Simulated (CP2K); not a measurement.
Two runs for the N K edge of methylammonium monohydrate. Run A: CP2K XAS_TDP, all-electron GAPW, PBEh(45%), aug-cc-pVDZ, TDA, no relativity. Run B differs in one setting.

First lines with a strength over 0.0015. A:

| atom | energy (eV) | states | strength, one atom |
| --- | --- | --- | --- |
| N2 (bonded to C and 3 H, gives 1 H bond) | 400.52 | 1 | 0.0110 |
|  | 401.26 | 1 | 0.0412 |
|  | 402.10 | 1 | 0.0334 |
|  | 402.60 | 1 | 0.0200 |
|  | 403.61 | 1 | 0.0124 |

B:

| atom | energy (eV) | states | strength, one atom |
| --- | --- | --- | --- |
| N2 (bonded to C and 3 H, gives 1 H bond) | 406.55 | 1 | 0.0109 |
|  | 407.30 | 1 | 0.0406 |
|  | 408.14 | 1 | 0.0329 |
|  | 408.63 | 1 | 0.0197 |
|  | 409.64 | 1 | 0.0122 |

**Question.** Which was it: the functional, the basis, scalar relativity switched on, GW2X switched on?

GW2X switched on. GW2X shifts an atom's lines together and keeps their spacings. Against PBEh(45%) in aug-cc-pVDZ, the leading line moves by +6.04 eV, to 407.30 eV.

[Hosts, paths, dates, database ids (printed as entryN), source tags and the programs' standing remarks are cut or masked in the printed files.]
